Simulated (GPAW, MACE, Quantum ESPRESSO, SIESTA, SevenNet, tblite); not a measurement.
## Twisted 2H-WS2 double bilayer, 38.21° (84 atoms): runs against a plane-wave reference

The cell holds 84 atoms: 28 W and 56 S. Its edges and angles: a = 8.347 Å, b = 8.347 Å, c = 38.210 Å, α = 90.0°, β = 90.0°, γ = 120.0°. It derives from WS2 (2H-WS2). 2H-WS2 (a = 3.155 Å) under 2H-WS2 (a = 3.155 Å), double bilayer, commensurate cell of 7 unit cells a layer, twist 38.21 deg; facing planes 3.15, 3.36, 3.14 Å apart; 16 Å of vacuum; layers as built, displaced by a Gaussian of 0.01 Å. Then every atom was moved at random, 0.02 Å r.m.s. a Cartesian component. Regions: layer 1, 21 atoms (7 W and 14 S); layer 2, 21 atoms (7 W and 14 S); layer 3, 21 atoms (7 W and 14 S); layer 4, 21 atoms (7 W and 14 S). Vacuum lies along c.

Geometry: as built.

The reference, a calculation:

| Property | Result |
| --- | --- |
| method | Kohn-Sham DFT, PBE, SSSP efficiency 1.3.0 pseudopotentials, plane waves (Quantum ESPRESSO 7.5); sssp-pbe-1.3.0-efficiency, cutoffs 45/360 Ry, Γ point |
| r.m.s. force component | 0.5514 eV/Å |
| longest force | 2.058 eV/Å |
| gap (highest filled to lowest empty level) | 1.484 eV |
| time | 15 min on 4 MPI ranks of Arm Neoverse V2, shared host |
| CPU time | 58 min |

Runs, in no order:
A. MACE MP-0b2 small potential: machine-learned interatomic potential MACE MP-0b2 small, trained on PBE(+U) plane-wave data
B. tblite GFN1-xTB: GFN1-xTB tight binding, diagonalisation
C. SevenNet 0 potential: machine-learned interatomic potential SevenNet 0, trained on PBE(+U) plane-wave data

Q: Order them from the smallest to the largest r.m.s. force difference.

B, A, C.

```tsv
run	Δ force, r.m.s. (meV/Å)	share of r.m.s. force (%)	CPU time
B. tblite GFN1-xTB	87.2	15.8	18 s
A. MACE MP-0b2 small potential	129	23.4	5.8 s
C. SevenNet 0 potential	196	35.6	7 s
```

Periodic xTB results under one method name differ between programs and library versions. Machine-learned potentials mimic data converged in k, so the reference's own k-point error enters their differences. The electronic-structure runs sample only Γ, in a cell whose shortest periodic width is 7 Å.

[Logs are printed without paths, hosts, clocks, repeated set-up lines and the standing remarks that a program may print on its own settings, such as how far it seeks lower states.]

[Hosts, paths, dates, database ids (printed as entryN), source tags and the programs' standing remarks are cut or masked in the printed files.]
